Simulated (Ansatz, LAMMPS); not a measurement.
**Relaxing a frame of liquid hydrogen fluoride from 273 K (98 atoms)**

Wanted: the relaxed structure of a frame of liquid hydrogen fluoride from 273 K (98 atoms) and its electronic structure.

Main program and level: Ansatz 0.2.0; Kohn-Sham DFT, PBE, PAW (set soft_2), plane waves.

### Step 1. Starting point

The cell holds 98 atoms: 49 F and 49 H. Cell: a = 11.756 Å, b = 11.756 Å, c = 11.756 Å, α = 90.0°, β = 90.0°, γ = 90.0°. 49 hydrogen fluoride placed at random, at 1 g/cm³; overlaps pushed apart, then 10 ps at 373 K with a harmonic two-site HF with charges of 0.5 e and a 12-6 site on F. Snapshot after 20 ps at 273 K and fixed volume.

What the set-up can't give: The network of bonds at the start is that of the classical potential that made the cell. The Brillouin zone is sampled at Γ only, in a cell whose shortest periodic width is 12 Å.

### Step 2. Single point at the start

The forces at the start show how far the geometry lies from a minimum of this functional.

Input file input.yaml:

```yaml
crystal:
  lattice:
    - [11.75571, 0.0, 0.0]
    - [0.0, 11.75571, 0.0]
    - [0.0, 0.0, 11.75571]
  atoms:
    - { symbol: F, position: [0.93739, 0.61838, 0.2253] }
    - { symbol: H, position: [0.89507, 0.59933, 0.29211] }
    - { symbol: F, position: [0.25471, 0.0547, 0.69314] }
    - { symbol: H, position: [0.23039, 0.09618, 0.62808] }
    [... 88 atom lines left out ...]
    - { symbol: F, position: [0.91232, 0.49967, 0.64484] }
    - { symbol: H, position: [0.96863, 0.48382, 0.58361] }
    - { symbol: F, position: [0.65531, 0.79443, 0.34816] }
    - { symbol: H, position: [0.69143, 0.84638, 0.40142] }
    - { symbol: F, position: [0.89559, 0.08541, 0.97179] }
    - { symbol: H, position: [0.87389, 0.06291, 0.89343] }
kpoints:
  mp_grid: { grid: [1, 1, 1] }
hamiltonian:
  xc: pbe
scf:
  occupations: { method: fermi_dirac, width: 0.025 }
output:
  forces: true
  stress: true
  populations: true
  dos:
    method: { smearing: { sigma: 0.15 } }
    de: 0.1
    projected: { site_lists: { F: [F], H: [H] } }
  eigenvalues: true
```

The run is started by

```
$ ansatz run input.yaml --threads 4 --pin off --max-ram 8192MiB --backend cpu --events-out ev --progress --plain --runs-dir out
```

Wall time 9 s (4 threads of Intel Xeon 6975P-C (Granite Rapids), shared host); peak memory 1.7 GiB.

Numbers from this run:

- free energy: -40396.9854 eV
- free energy per atom: -412.2141 eV/atom
- SCF cycles: 9
- pressure: 3.291 GPa
- r.m.s. force component: 0.6899 eV/Å
- longest force: 2.93 eV/Å
- Fermi energy: -2.341 eV
- gap (highest filled to lowest empty level): 7.103 eV
- spilling of the projection: 0.00677

The r.m.s. force component of 0.69 eV/Å and the pressure of 3.3 GPa set the starting point.

Length of the force by element:

| element | coordination | atoms | mean length of the force (eV/Å) | spread | least | most |
| --- | --- | --- | --- | --- | --- | --- |
| F | all | 49 | 1.22 | 0.541 | 0.426 | 2.82 |
| H | all | 49 | 0.870 | 0.573 | 0.106 | 2.93 |

### Step 3. Relaxation

With the cell held, the atoms are moved downhill towards a nearby minimum.

input.yaml, the sections that differ from step 2:

```yaml
output:
  forces: true
relax:
  f_tol: 0.05
  max_steps: 200
# crystal, kpoints, hamiltonian, scf: as in step 2
```

Run time: 3.3 min. Hardware: 4 threads; peak memory 1.7 GiB.

Step by step (22 of 57):

| step | energy less that of the first step (eV) | largest force component (eV/Å) |
| --- | --- | --- |
| 1 | 0.0000 | 2.3644 |
| 4 | -6.1780 | 0.8600 |
| 6 | -7.3195 | 0.5551 |
| 9 | -8.1118 | 0.8697 |
| 12 | -8.5274 | 0.3798 |
| 14 | -8.6988 | 0.1982 |
| 17 | -8.8647 | 0.4695 |
| 20 | -8.9916 | 0.2291 |
| 22 | -9.0542 | 0.2225 |
| 25 | -9.1307 | 0.2317 |
| 28 | -9.1616 | 0.2707 |
| 30 | -9.1776 | 0.0146 |
| 33 | -9.1985 | 0.0889 |
| 36 | -9.2179 | 0.1044 |
| 38 | -9.2301 | 0.2009 |
| 41 | -9.2442 | 0.1503 |
| 44 | -9.2520 | 0.2216 |
| 46 | -9.2604 | 0.0631 |
| 49 | -9.2685 | 0.0210 |
| 52 | -9.2809 | 0.0575 |
| 54 | -9.2859 | 0.0758 |
| 57 | -9.2890 | 0.0056 |

Relaxation step 44 was tried and not accepted.

The atoms that moved most (Å):

| atom | dx | dy | dz | length |
| --- | --- | --- | --- | --- |
| F93 | 1.097 | -2.132 | -0.115 | 2.400 |
| F67 | 1.560 | -1.539 | -0.425 | 2.232 |
| F65 | 1.719 | 0.093 | 1.312 | 2.164 |
| H18 | 1.047 | -1.864 | -0.063 | 2.139 |
| F79 | -2.062 | 0.119 | -0.494 | 2.124 |
| F43 | 1.237 | 0.992 | -1.337 | 2.074 |
| F33 | 0.239 | 1.690 | 1.150 | 2.058 |
| H44 | 1.192 | 0.875 | -1.410 | 2.043 |

The relaxation changed the energy by -94.8 meV/atom, and atoms moved by 1.4 Å r.m.s., 2.4 Å at most.

### Step 4. Distances and neighbours after relaxation

Density 1.00 g/cm³, 16.58 Å³ an atom.

g(r), total and by pair (bins of 0.1 Å):

| r (Å) | total | F-F | F-H | H-H |
| --- | --- | --- | --- | --- |
| 0.85 | 0.00 | 0.00 | 0.00 | 0.00 |
| 0.95 | 13.90 | 0.00 | 27.70 | 0.00 |
| 1.05 | 0.00 | 0.00 | 0.00 | 0.00 |
| 1.15 | 0.00 | 0.00 | 0.00 | 0.00 |
| 1.25 | 0.00 | 0.00 | 0.00 | 0.00 |
| 1.35 | 0.00 | 0.00 | 0.00 | 0.00 |
| 1.45 | 6.45 | 0.00 | 12.90 | 0.00 |
| 1.55 | 0.00 | 0.00 | 0.00 | 0.00 |
| 1.65 | 0.00 | 0.00 | 0.00 | 0.00 |
| 1.75 | 0.00 | 0.00 | 0.00 | 0.00 |
| 1.85 | 0.00 | 0.00 | 0.00 | 0.00 |
| 1.95 | 0.07 | 0.00 | 0.00 | 0.28 |
| 2.05 | 2.09 | 0.00 | 0.00 | 8.37 |
| 2.15 | 0.89 | 0.00 | 0.00 | 3.56 |
| 2.25 | 0.00 | 0.00 | 0.00 | 0.00 |
| 2.35 | 0.00 | 0.00 | 0.00 | 0.00 |
| 2.45 | 2.24 | 8.97 | 0.00 | 0.00 |
| 2.55 | 0.00 | 0.00 | 0.00 | 0.00 |
| 2.65 | 0.00 | 0.00 | 0.00 | 0.00 |
| 2.75 | 0.04 | 0.00 | 0.07 | 0.00 |
| 2.85 | 0.20 | 0.00 | 0.40 | 0.00 |
| 2.95 | 0.98 | 0.00 | 1.90 | 0.12 |
| 3.05 | 1.60 | 0.93 | 2.62 | 0.23 |
| 3.15 | 0.93 | 1.64 | 0.87 | 0.33 |
| 3.25 | 1.50 | 1.83 | 1.73 | 0.71 |
| 3.35 | 1.85 | 2.02 | 2.06 | 1.25 |
| 3.45 | 1.00 | 1.00 | 0.95 | 1.08 |
| 3.55 | 0.71 | 0.86 | 0.51 | 0.95 |
| 3.65 | 0.89 | 0.73 | 0.85 | 1.14 |
| 3.75 | 1.00 | 0.61 | 0.81 | 1.76 |
| 3.85 | 1.16 | 1.09 | 1.12 | 1.30 |
| 3.95 | 1.22 | 0.83 | 1.10 | 1.87 |
| 4.05 | 1.36 | 1.44 | 0.99 | 2.03 |
| 4.15 | 1.47 | 1.50 | 1.25 | 1.88 |
| 4.25 | 0.98 | 1.37 | 0.98 | 0.60 |
| 4.35 | 1.01 | 1.31 | 0.91 | 0.91 |
| 4.45 | 0.72 | 0.43 | 0.87 | 0.70 |
| 4.55 | 0.86 | 0.73 | 0.86 | 0.99 |
| 4.65 | 0.86 | 0.70 | 0.82 | 1.10 |
| 4.75 | 0.91 | 0.96 | 0.95 | 0.76 |
| 4.85 | 0.86 | 0.50 | 0.94 | 1.06 |
| 4.95 | 1.10 | 0.88 | 1.34 | 0.83 |
| 5.05 | 1.06 | 1.10 | 1.25 | 0.63 |
| 5.15 | 0.75 | 0.89 | 0.87 | 0.36 |

### Step 5. Single point at the relaxed geometry

The electronic structure is read at the final geometry, in a run of its own.

Input file input.yaml:

```yaml
crystal:
  lattice:
    - [11.75571, 0.0, 0.0]
    - [0.0, 11.75571, 0.0]
    - [0.0, 0.0, 11.75571]
  atoms:
    - { symbol: F, position: [0.91192, 0.68187, 0.31186] }
    - { symbol: H, position: [0.89408, 0.70292, 0.39113] }
    - { symbol: F, position: [0.22432, 0.06138, 0.70981] }
    - { symbol: H, position: [0.17337, 0.05779, 0.64264] }
    [... 88 atom lines left out ...]
    - { symbol: F, position: [0.0056, 0.3183, 0.63505] }
    - { symbol: H, position: [0.07804, 0.36209, 0.63416] }
    - { symbol: F, position: [0.57709, 0.8147, 0.34776] }
    - { symbol: H, position: [0.62772, 0.88006, 0.36574] }
    - { symbol: F, position: [0.92225, 0.13895, 0.9678] }
    - { symbol: H, position: [0.91196, 0.11003, 0.88952] }
kpoints:
  mp_grid: { grid: [1, 1, 1] }
hamiltonian:
  xc: pbe
scf:
  occupations: { method: fermi_dirac, width: 0.025 }
output:
  forces: true
  stress: true
  populations: true
  dos:
    method: { smearing: { sigma: 0.08 } }
    de: 0.1
    projected: { site_lists: { F: [F], H: [H] } }
  eigenvalues: true
  write_density: true
  write_potential: true
  volumetric_format: npy
  elf: true
```

The job ended after 6.9 s (4 threads; peak memory 1.6 GiB).

The program notes that the exchange-correlation potential is rough where the density is thin.

Numbers from this run:

- free energy: -40406.2743 eV
- free energy per atom: -412.3089 eV/atom
- SCF cycles: 7
- pressure: -0.007338 GPa
- r.m.s. force component: 0.00164 eV/Å
- longest force: 0.00884 eV/Å
- Fermi energy: -2.695 eV
- gap (highest filled to lowest empty level): 7.74 eV
- spilling of the projection: 0.006492

Löwdin charges by element (they lack the spilled electrons, 0.026 e an atom on average):

| element | coordination | atoms | mean charge (e) | spread | least | most |
| --- | --- | --- | --- | --- | --- | --- |
| F | all | 49 | -0.425 | 0.0035 | -0.431 | -0.418 |
| H | all | 49 | 0.477 | 0.0019 | 0.472 | 0.481 |

Density of states as counts of states in windows of 1 eV (from the Fermi level), total and the larger projections:

| from (eV) | to (eV) | total | F p | H s |
| --- | --- | --- | --- | --- |
| -10 | -9 | 36.5 | 27.3 | 7.2 |
| -9 | -8 | 19.2 | 15.0 | 2.7 |
| -8 | -7 | 26.3 | 21.8 | 2.3 |
| -7 | -6 | 16.0 | 13.7 | 0.9 |
| -6 | -5 | 4.3 | 4.2 | 0.0 |
| -5 | -4 | 184.1 | 183.1 | 0.3 |
| -4 | -3 | 7.6 | 7.6 | 0.0 |
| -3 | 3 | 0.0 | 0.0 | 0.0 |
| 3 | 4 | 2.0 | 0.1 | 1.2 |
| 4 | 5 | 0.5 | 0.0 | 0.3 |

The curve was stored every 0.10 eV, coarse against its broadening of 0.08 eV, so these counts are rough.

Between -26 and -10 eV lie 98 more states.

The levels nearest the highest filled one (over half full), pooled over k-points and spins:

| level less the highest filled one (eV) | occupation |
| --- | --- |
| -0.152 | 2 |
| -0.139 | 2 |
| -0.135 | 2 |
| -0.0898 | 2 |
| -0.0772 | 2 |
| 0 | 2 |
| 7.74 | 0 |
| 8.93 | 0 |
| 9.01 | 0 |
| 9.04 | 0 |
| 9.09 | 0 |
| 9.13 | 0 |

Mean Löwdin charges: F -0.43, H +0.48 e (they miss 0.65 % of the electrons, so they add up to more than the cell's charge). The largest share in the top eV of filled states is F p (100 % of the projected weight), and in the lowest eV of empty states H s (79 % of the projected weight).

### Step 6. Results

```
energy change in the relaxation                  : -94.78 meV/atom
r.m.s. displacement                              : 1.404 Å
largest displacement                             : 2.4 Å
free energy per atom                             : -412.3089 eV/atom
pressure                                         : -0.007338 GPa
r.m.s. force component                           : 0.00164 eV/Å
gap (highest filled to lowest empty level) : 7.74 eV
wall time of the 3 DFT runs                      : 3.5 min
```

**Reading.** Relaxation lowers the energy by 94.8 meV/atom and moves atoms by 1.4 Å r.m.s.; the r.m.s. force component goes from 0.69 to 0.0016 eV/Å, the pressure goes from 3.3 to -0.0073 GPa, and the gap from 7.10 to 7.74 eV. First to last step the energy falls by 9.289 eV; the largest move, 2.40 Å, is that of F93. The highest filled and lowest empty levels differ by 7.74 eV (at Γ alone); a semilocal functional tends to put such gaps too low. In a disordered cell it changes from sample to sample and from frame to frame.

**Limits.** The network of bonds at the start is that of the classical potential that made the cell; in DFT atoms moved by 1.4 Å r.m.s.

[Logs are printed without paths, hosts, clocks, repeated set-up lines and the standing remarks that a program may print on its own settings, such as how far it seeks lower states.]

[Hosts, paths, dates, database ids (printed as entryN), source tags and the programs' standing remarks are cut or masked in the printed files.]
